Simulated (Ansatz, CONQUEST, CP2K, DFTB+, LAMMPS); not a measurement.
**A faulty CP2K run on glassy 50SiO2-43CaO-7P2O5 (mol %) (85 atoms)**

Program: CP2K 2026.2, a calculation on a cell of 15 Si, 13 Ca, 4 P and 53 O, 14.1 Å³ an atom.

Contents of input.inp:

```
&GLOBAL
  PROJECT cell
  RUN_TYPE ENERGY_FORCE
  PRINT_LEVEL LOW
&END GLOBAL
&FORCE_EVAL
  METHOD QS
  STRESS_TENSOR ANALYTICAL
  &DFT
    BASIS_SET_FILE_NAME BASIS_MOLOPT
    POTENTIAL_FILE_NAME GTH_POTENTIALS
    &MGRID
      CUTOFF 600
      REL_CUTOFF 50
      NGRIDS 5
    &END MGRID
    &QS
      EPS_DEFAULT 1.0E-12
      LS_SCF T
    &END QS
    &LS_SCF
      PURIFICATION_METHOD TRS4
      EPS_FILTER 1.0E-02
      EPS_SCF 1.0E-06
      MAX_SCF 50
      S_PRECONDITIONER ATOMIC
      MIXING_FRACTION 0.45
      REPORT_ALL_SPARSITIES F
    &END LS_SCF
    &XC
      &XC_FUNCTIONAL PBE
      &END XC_FUNCTIONAL
    &END XC
    &PRINT
      &MULLIKEN ON
      &END MULLIKEN
    &END PRINT
  &END DFT
  &SUBSYS
    &CELL
      A 10.61030 0.00000 0.00000
      B 0.00000 10.61030 0.00000
      C 0.00000 0.00000 10.61030
    &END CELL
    &COORD
      Si 1.03111 6.06219 5.82452
      Si 4.53643 8.22128 4.56041
      Si 7.02826 6.95632 6.22039
      Si 1.98073 3.37641 1.37531
      Si 10.07278 1.28947 4.49463
      Si 5.01602 4.03775 1.65637
      Si 1.63165 3.41715 4.45792
      Si 1.11748 6.14061 0.12011
      Si 7.02784 2.91507 10.14493
      Si 6.31525 6.82539 1.02336
[... 71 atom lines left out ...]
      O 1.76842 5.65900 9.31117
      O 5.14642 4.04454 3.20590
      O 3.67371 7.06391 3.89281
      O 5.36107 5.51884 1.10411
    &END COORD
    &KIND Si
      BASIS_SET SZV-MOLOPT-SR-GTH-q4
      POTENTIAL GTH-PBE-q4
    &END KIND
    &KIND Ca
      BASIS_SET SZV-MOLOPT-SR-GTH-q10
      POTENTIAL GTH-PBE-q10
    &END KIND
    &KIND P
      BASIS_SET SZV-MOLOPT-SR-GTH-q5
      POTENTIAL GTH-PBE-q5
    &END KIND
    &KIND O
      BASIS_SET SZV-MOLOPT-SR-GTH-q6
      POTENTIAL GTH-PBE-q6
    &END KIND
  &END SUBSYS
  &PRINT
    &FORCES ON
    &END FORCES
    &STRESS_TENSOR ON
    &END STRESS_TENSOR
  &END PRINT
&END FORCE_EVAL
```

Command:

```
OMP_NUM_THREADS=1 cp2k.psmp -i input.inp > output.txt
```

Numbers of over 12 decimals in the logs are rounded to 6 here.

The program printed:

```text
CP2K| version string:                                       CP2K version 2026.2
 CP2K| Input file name                                                 input.inp
 GLOBAL| Basis set file name                                        BASIS_MOLOPT
 GLOBAL| Potential file name                                      GTH_POTENTIALS
 GLOBAL| Run type                                                   ENERGY_FORCE
 GLOBAL| Total number of message passing processes                             1
 GLOBAL| Number of threads for this process                                    1
 TOTAL NUMBERS AND MAXIMUM NUMBERS
  Total number of            - Atomic kinds:                                   4
                             - Atoms:                                         85
                             - Shell sets:                                    85
                             - Shells:                                       183
                             - Primitive Cartesian functions:                419
                             - Cartesian basis functions:                    353
[... lines left out ...]
 Re-scaling the density matrix to get the right number of electrons
[... lines left out ...]
*********************************************************
 Using MIXING_FRACTION=0.450 to mix KS matrix:  iscf=  3
 KS_nw=0.450*KS + 0.550*KS_old
[...]
SCF     3     -1405.918723047         0.258746743   11.170709
[...]
Using MIXING_FRACTION=0.450 to mix KS matrix:  iscf=  4
 KS_nw=0.450*KS + 0.550*KS_old
[...]
Using MIXING_FRACTION=0.450 to mix KS matrix:  iscf= 34
 KS_nw=0.450*KS + 0.550*KS_old
[...]
SCF    34     -1407.181582566         0.003345285   10.923618
*********************************************************
 Using MIXING_FRACTION=0.450 to mix KS matrix:  iscf= 35
 KS_nw=0.450*KS + 0.550*KS_old
*********************************************************
 SCF    35     -1407.181540961         0.000041605   10.969956
 SCF run converged in    35 steps.
 !-----------------------------------------------------------------------------!
                     Mulliken Population Analysis
 #  Atom  Element  Kind  Atomic population                           Net charge
       1     Si       1          2.585217                              1.414783
       2     Si       1          2.614370                              1.385630
       3     Si       1          2.472705                              1.527295
[...]
84     O        4          6.959683                             -0.959683
      85     O        4          6.853565                             -0.853565
 # Total charge                            530.608235                 -2.608235
 !-----------------------------------------------------------------------------!
 ENERGY| Total FORCE_EVAL ( QS ) energy [hartree]          -1407.181541
 FORCES| Atomic forces [hartree/bohr]
 FORCES|   Atom     x               y               z               |f|
 FORCES|      1 -4.84179952E-02 -9.28785197E-02  5.91043966E-02   1.20266585E-01
 FORCES|      2 -5.36778781E-02  5.18661999E-03  4.37151430E-02   6.94206695E-02
 FORCES|      3 -9.20978428E-03  2.67758173E-02 -1.49008061E-02   3.19968520E-02
[...]
FORCES|     84 -4.70416798E-02 -7.28097454E-02 -3.97675368E-02   9.53710419E-02
 FORCES|     85 -3.29257990E-02  8.91724238E-03 -2.19649993E-02   4.05719934E-02
 FORCES| Sum    -7.76279835E-04 -8.82096070E-03  1.36810066E-02
 FORCES| Total atomic force                                       1.62966837E-02
 STRESS| Analytical stress tensor [bar]
 STRESS|                        x                   y                   z
 STRESS|      x        3.38059350668E+05   1.17235884107E+04   1.03024216940E+04
 STRESS|      y        1.17235884107E+04   3.48598616820E+05  -2.64198886734E+04
 STRESS|      z        1.03024216940E+04  -2.64198886734E+04   3.39483487687E+05
 STRESS| 1/3 Trace                                             3.42047151725E+05
```

Elapsed: 6.9 min, on 1 thread of Intel Xeon Platinum 8175M at 2.50GHz (Skylake/Cascade Lake), shared host; peak memory 1.5 GiB.

Banners, paths, timers and routine set-up lines are dropped from the logs unmarked, and long logs keep their key lines alone; longer cuts are marked.

Q: Name the fault.

A sparsity filter far too loose: filter 0.01. Likely mend: a far tighter filter, such as 1e-6.

The run converged all the same, so the exit status doesn't show the fault.

[Also dropped from logs without a mark: logging warnings of Python, and SIESTA's first energy breakdown and zero terms.]

[Logs are printed without paths, hosts, clocks, repeated set-up lines and the standing remarks that a program may print on its own settings, such as how far it seeks lower states.]

[Hosts, paths, dates, database ids (printed as entryN), source tags and the programs' standing remarks are cut or masked in the printed files.]
